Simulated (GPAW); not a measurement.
# Optical response of BAs, part 2 of 2

Wanted: where BAs starts to absorb, how strongly, and its refractive index.

GPAW 26.7.0; DFT, LDA, plane-wave PAW (GPAW data sets), scalar-relativistic, RPA, optical limit.

So far. Step 2 (Ground state): There is a gap, 1.15 eV on this mesh (points off the mesh can give less), so no carriers' term is needed.

### 4. Dielectric function, RPA (continued)

The Im ε, E ∥ x has structure finer than the step of the table below, so its rows give means over 0.5 eV, whole bins alone (the curve runs from 0 to 14.0 eV). Peaks (eV: height): 5.51: 31.9, 6.49: 20.7.

Values under the direct gap are tails of Lorentzian lines. Im ε, E ∥ x against photon energy; means over each step:

photon energy (eV), Im ε, E ∥ x and a bar:
```
      0.5        0.0 
      1.0        0.1 
      1.5        0.2 
      2.0        0.3 
      2.5        0.5 
      3.0        1.2 #
      3.5        4.4 #####
      4.0        9.2 ##########
      4.5       13.0 ###############
      5.0       17.8 ####################
      5.5       26.6 ##############################
      6.0       14.8 #################
      6.5       18.3 #####################
      7.0       10.7 ############
      7.5        7.1 ########
      8.0        4.9 #####
      8.5        4.0 #####
      9.0        4.7 #####
      9.5        3.2 ####
     10.0        2.3 ###
     10.5        1.5 ##
     11.0        1.6 ##
     11.5        1.8 ##
     12.0        1.5 ##
     12.5        1.3 #
     13.0        1.0 #
     13.5        1.1 #
```

The Re ε, E ∥ x by photon energy:

photon energy (eV), Re ε, E ∥ x and a bar from the least value:
```
      0.0        9.7 #####################
      0.5        9.8 #####################
      1.0       10.0 #####################
      1.5       10.4 ######################
      2.0       11.2 #######################
      2.5       12.3 ########################
      3.0       14.5 ##########################
      3.5       17.7 ##############################
      4.0       16.7 #############################
      4.5       15.5 ###########################
      5.0       14.9 ###########################
      5.5        3.3 ##############
      6.0       -1.7 ########
      6.5       -3.2 ######
      7.0       -8.8 
      7.5       -7.1 ##
      8.0       -5.4 ####
      8.5       -3.2 ######
      9.0       -4.2 #####
      9.5       -3.8 ######
     10.0       -3.6 ######
     10.5       -2.7 #######
     11.0       -1.7 ########
     11.5       -1.8 ########
     12.0       -1.8 ########
     12.5       -1.6 ########
     13.0       -1.2 #########
     13.5       -1.1 #########
```

Values under the direct gap are tails of Lorentzian lines. Loss function −Im 1/ε at q → 0, E ∥ x against energy loss; read off at these points:

| energy loss (eV) | loss function −Im 1/ε at q → 0, E ∥ x |
| --- | --- |
| 0.000 | 0 |
| 0.250 | 2.4e-4 |
| 0.500 | 4.8e-4 |
| 0.750 | 7.3e-4 |
| 1.000 | 9.9e-4 |
| 1.250 | 0.00125 |
| 1.500 | 0.00153 |
| 1.750 | 0.00184 |
| 2.000 | 0.00217 |
| 2.250 | 0.00256 |
| 2.500 | 0.00304 |
| 2.750 | 0.00369 |
| 3.000 | 0.00489 |
| 3.250 | 0.00814 |
| 3.500 | 0.0126 |
| 3.750 | 0.0201 |
| 4.000 | 0.0254 |
| 4.250 | 0.0275 |
| 4.500 | 0.0319 |
| 4.750 | 0.0315 |
| 5.000 | 0.0334 |
| 5.250 | 0.0315 |
| 5.500 | 0.0309 |
| 5.750 | 0.0492 |
| 6.000 | 0.0727 |
| 6.250 | 0.0613 |
| 6.500 | 0.0471 |
| 6.750 | 0.0490 |
| 7.000 | 0.0559 |
| 7.250 | 0.0698 |
| 7.500 | 0.0705 |
| 7.750 | 0.0808 |
| 8.000 | 0.0933 |
| 8.250 | 0.101 |
| 8.500 | 0.151 |
| 8.578 | 0.159 |
| 8.750 | 0.148 |
| 9.000 | 0.118 |
| 9.250 | 0.113 |
| 9.500 | 0.132 |
| 9.750 | 0.122 |
| 10.000 | 0.130 |
| 10.250 | 0.122 |
| 10.500 | 0.159 |
| 10.750 | 0.206 |
| 11.000 | 0.293 |
| 11.250 | 0.292 |
| 11.500 | 0.278 |
| 11.750 | 0.272 |
| 12.000 | 0.274 |
| 12.250 | 0.313 |
| 12.342 | 0.330 |
| 12.500 | 0.306 |
| 12.750 | 0.291 |
| 13.000 | 0.404 |
| 13.250 | 0.446 |
| 13.500 | 0.435 |
| 13.750 | 0.482 |
| 13.862 | 0.491 |

The refractive index n and extinction k by photon energy:

| photon energy (eV) | n | k |
| --- | --- | --- |
| 0.0 | 3.11 | 0 |
| 0.5 | 3.13 | 0.00738 |
| 1.0 | 3.16 | 0.0156 |
| 1.5 | 3.23 | 0.0259 |
| 2.0 | 3.34 | 0.0405 |
| 2.5 | 3.51 | 0.0657 |
| 3.0 | 3.81 | 0.135 |
| 3.5 | 4.24 | 0.493 |
| 4.0 | 4.23 | 1.10 |
| 4.5 | 4.24 | 1.59 |
| 5.0 | 4.30 | 1.89 |
| 5.5 | 4.21 | 3.79 |
| 6.0 | 2.44 | 2.77 |
| 6.5 | 2.98 | 3.47 |
| 7.0 | 1.56 | 3.35 |
| 7.5 | 1.25 | 2.94 |
| 8.0 | 1.03 | 2.53 |
| 8.5 | 0.958 | 2.04 |
| 9.0 | 1.11 | 2.32 |
| 9.5 | 0.801 | 2.10 |
| 10.0 | 0.612 | 1.99 |
| 10.5 | 0.434 | 1.69 |
| 11.0 | 0.570 | 1.42 |
| 11.5 | 0.610 | 1.47 |
| 12.0 | 0.531 | 1.44 |
| 12.5 | 0.512 | 1.37 |
| 13.0 | 0.426 | 1.18 |
| 13.5 | 0.464 | 1.17 |

The Im ε, E ∥ x has structure finer than the step of the table below, so its rows give means over 0.5 eV, whole bins alone (the curve runs from 0 to 14.0 eV). Peaks (eV: height): without local fields 5.47: 34.1, 6.49: 22.9; with local fields 5.51: 31.9, 6.49: 20.7.

Values under the direct gap are tails of Lorentzian lines. Im ε, E ∥ x against photon energy; means over each step:

| photon energy (eV) | without local fields | with local fields |
| --- | --- | --- |
| 0.5 | 0.0488 | 0.0464 |
| 1.0 | 0.105 | 0.0994 |
| 1.5 | 0.177 | 0.169 |
| 2.0 | 0.288 | 0.274 |
| 2.5 | 0.497 | 0.473 |
| 3.0 | 1.22 | 1.16 |
| 3.5 | 4.63 | 4.41 |
| 4.0 | 9.55 | 9.24 |
| 4.5 | 13.5 | 13.0 |
| 5.0 | 18.9 | 17.8 |
| 5.5 | 28.3 | 26.6 |
| 6.0 | 16.1 | 14.8 |
| 6.5 | 19.9 | 18.3 |
| 7.0 | 10.8 | 10.7 |
| 7.5 | 7.33 | 7.08 |
| 8.0 | 5.09 | 4.90 |
| 8.5 | 4.33 | 4.04 |
| 9.0 | 4.79 | 4.68 |
| 9.5 | 3.22 | 3.24 |
| 10.0 | 2.28 | 2.32 |
| 10.5 | 1.50 | 1.48 |
| 11.0 | 1.70 | 1.60 |
| 11.5 | 1.83 | 1.79 |
| 12.0 | 1.51 | 1.50 |
| 12.5 | 1.34 | 1.33 |
| 13.0 | 1.07 | 1.04 |
| 13.5 | 1.11 | 1.09 |

Optical constants at common wavelengths, from n + ik = √ε:

| wavelength (nm) | n | k | R (%) | 1/α |
| --- | --- | --- | --- | --- |
| 1550 | 3.15 | 0.012 | 26.8 | 10 µm |
| 1064 | 3.18 | 0.019 | 27.2 | 4.5 µm |
| 633 | 3.33 | 0.039 | 29.0 | 1.3 µm |
| 532 | 3.44 | 0.055 | 30.3 | 767 nm |
| 365 | 4.15 | 0.369 | 37.7 | 79 nm |
| 308 | 4.23 | 1.112 | 40.8 | 22 nm |
| 248 | 4.30 | 1.885 | 45.6 | 10 nm |

Below the direct gap, k and the depth come from the tails of the Lorentzian lines, not from transitions.

Rows near the edge hang on the gap, which this functional as a rule makes too small, and phonon-assisted absorption is left out.

### 5. Summary of results

| Item | Value |
| --- | --- |
| electronic dielectric constant ε∞, mean over x, y and z (by symmetry where fewer were run) (RPA) | 9.70 |
| main peak of Im epsilon, first axis | 5.50 eV |

**Reading.** At this level (LDA, RPA) BAs has ε∞ = 9.70 and n = 3.15 at 1550 nm, and Im ε peaks at 5.5 eV. On the mesh the gap is 1.14 eV and the least direct gap 3.27 eV, so on this mesh the band edges lie at different points. Local fields change the static value along x from 10.13 to 9.70 (-4 %). Distinct maxima of Im ε, read by a parabola through the highest points, lie at 5.50 eV (32), 6.51 eV (21) and 8.95 eV (5.3). Excitons and phonon-assisted transitions are missing; LDA gaps are as a rule too small, which pulls the onset down and ε∞ up. The sum runs over mesh points, so small or evenly spaced maxima can still be ripples of the mesh.

[Machine, clock and banner lines and Python warnings are left out of the logs.]

[Logs are printed without paths, hosts, clocks, repeated set-up lines and the standing remarks that a program may print on its own settings, such as how far it seeks lower states.]

[Hosts, paths, dates, database ids (printed as entryN), source tags and the programs' standing remarks are cut or masked in the printed files.]
